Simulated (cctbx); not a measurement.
## Accept or mend?

Cell a = 5.0760 Å, b = 5.0760 Å, c = 10.0760 Å, α = 90.00°, β = 90.00°, γ = 120.00°; space group P6/mmm (no. 191).

Simulated single-crystal data (cctbx): Mo Kα, λ = 0.71073 Å, to d = 0.65 Å, 50 % of the full sphere, strongest reflection 70000 counts, noise from counting, a 1.5 % proportional error and a noise floor of 15 counts (s.d.); no absorption.

An anisotropic refinement with weights 1/σ² prints:

```text
Rint 0.020, 216 unique reflections to 0.65 A
cycle     R1     wR2    GooF  max shift (A)
   1  0.1099  0.2284  16.388   0.13474
   4  0.0547  0.1248   8.952   0.00009
final R1 0.0547 wR2 0.1248 GooF 8.952  parameters 17  data/parameter 12.7
atom        x        y        z      Ueq    occ   su(xyz)  su(Uiso or U11)
Bi1    0.00000  0.00000  0.66927   0.0162  1.000  0.00018  0.0005
Ce1    0.00000  0.00000  0.00000   0.0200  1.000  0.00000  0.0011
Te1    0.00000  0.50000  0.50000   0.0202  1.000  0.00000  0.0011
Co1    0.66667  0.33333  0.00000   0.0217  1.000  0.00000  0.0021
Co2    0.50000  0.00000  0.80537   0.0247  1.000  0.00042  0.0014
B1     0.66667  0.33333  0.66722   0.0460  1.000  0.00897  0.0154
difference map: max 5.92 min -5.62 rms 0.83
Q1    0.0000  0.0000  0.3633    2    5.98  0.33 A from Bi1
Q2    0.0000  0.0000  0.0000    1    5.31  0.00 A from Ce1
Q3    0.0000  0.0000  0.2969    2    4.23  0.34 A from Bi1
Q4    0.3333  0.6667  0.0000    2    3.15  0.00 A from Co1
Q5    0.1672  0.4674  0.5000   12    2.02  0.94 A from Te1
Q6    0.0937  0.5469  0.2052   12    1.74  0.43 A from Co2
```

**Question.** Can this result stand? If not, what is the likely fault?

Mend it. The fault: wrong element: Te1 is Ru. Against the right model at the same level, R1 goes from 0.0074 to 0.0547 and GooF from 0.92 to 8.95, U of Te1 swells from 0.0138 to 0.0202 Å², the top difference peak, 6.0 e/Å³, lies on Bi1 and a hole of -5.6 e/Å³ opens. Te1 has 8 electrons too many and its U swells to shed them, as expected.

The compound is CeCo8Bi2B4Ru3. The right model at the same level gives:

```text
Rint 0.020, 216 unique reflections to 0.65 A
cycle     R1     wR2    GooF  max shift (A)
   1  0.0300  0.0606   4.350   0.00526
   2  0.0074  0.0129   0.924   0.00021
final R1 0.0074 wR2 0.0129 GooF 0.924  parameters 17  data/parameter 12.7
atom        x        y        z      Ueq    occ   su(xyz)  su(Uiso or U11)
Bi1    0.00000  0.00000  0.66909   0.0192  1.000  0.00002  0.0001
Ce1    0.00000  0.00000  0.00000   0.0218  1.000  0.00000  0.0001
Ru1    0.00000  0.50000  0.50000   0.0138  1.000  0.00000  0.0001
Co1    0.66667  0.33333  0.00000   0.0230  1.000  0.00000  0.0002
Co2    0.50000  0.00000  0.80525   0.0284  1.000  0.00004  0.0002
B1     0.66667  0.33333  0.65273   0.0462  1.000  0.00087  0.0017
difference map: max 0.48 min -0.68 rms 0.11
Q1    0.0000  0.0000  0.3977    2    0.49  0.67 A from Bi1
Q2    0.2145  0.6072  0.5000    6    0.44  0.94 A from Ru1
Q3    0.1500  0.5750  0.1284   12    0.35  0.94 A from Co2
Q4    0.0000  0.5000  0.0365    6    0.33  1.51 A from Co1
Q5    0.0000  0.3627  0.2649   12    0.33  0.99 A from Co2
Q6    0.0000  0.0000  0.2988    2    0.32  0.32 A from Bi1
```

Isotropic U is held between 0.0001 and 1 Å² by the program, and listed peak heights are interpolated, so they can pass the grid's maximum.

The model was made for the exercise: a known structure type with other elements put in, its volume estimated, not relaxed; displacement parameters are assumed.

[Middle refinement cycles are left out of these outputs.]

[Logs are printed without paths, hosts, clocks, repeated set-up lines and the standing remarks that a program may print on its own settings, such as how far it seeks lower states.]
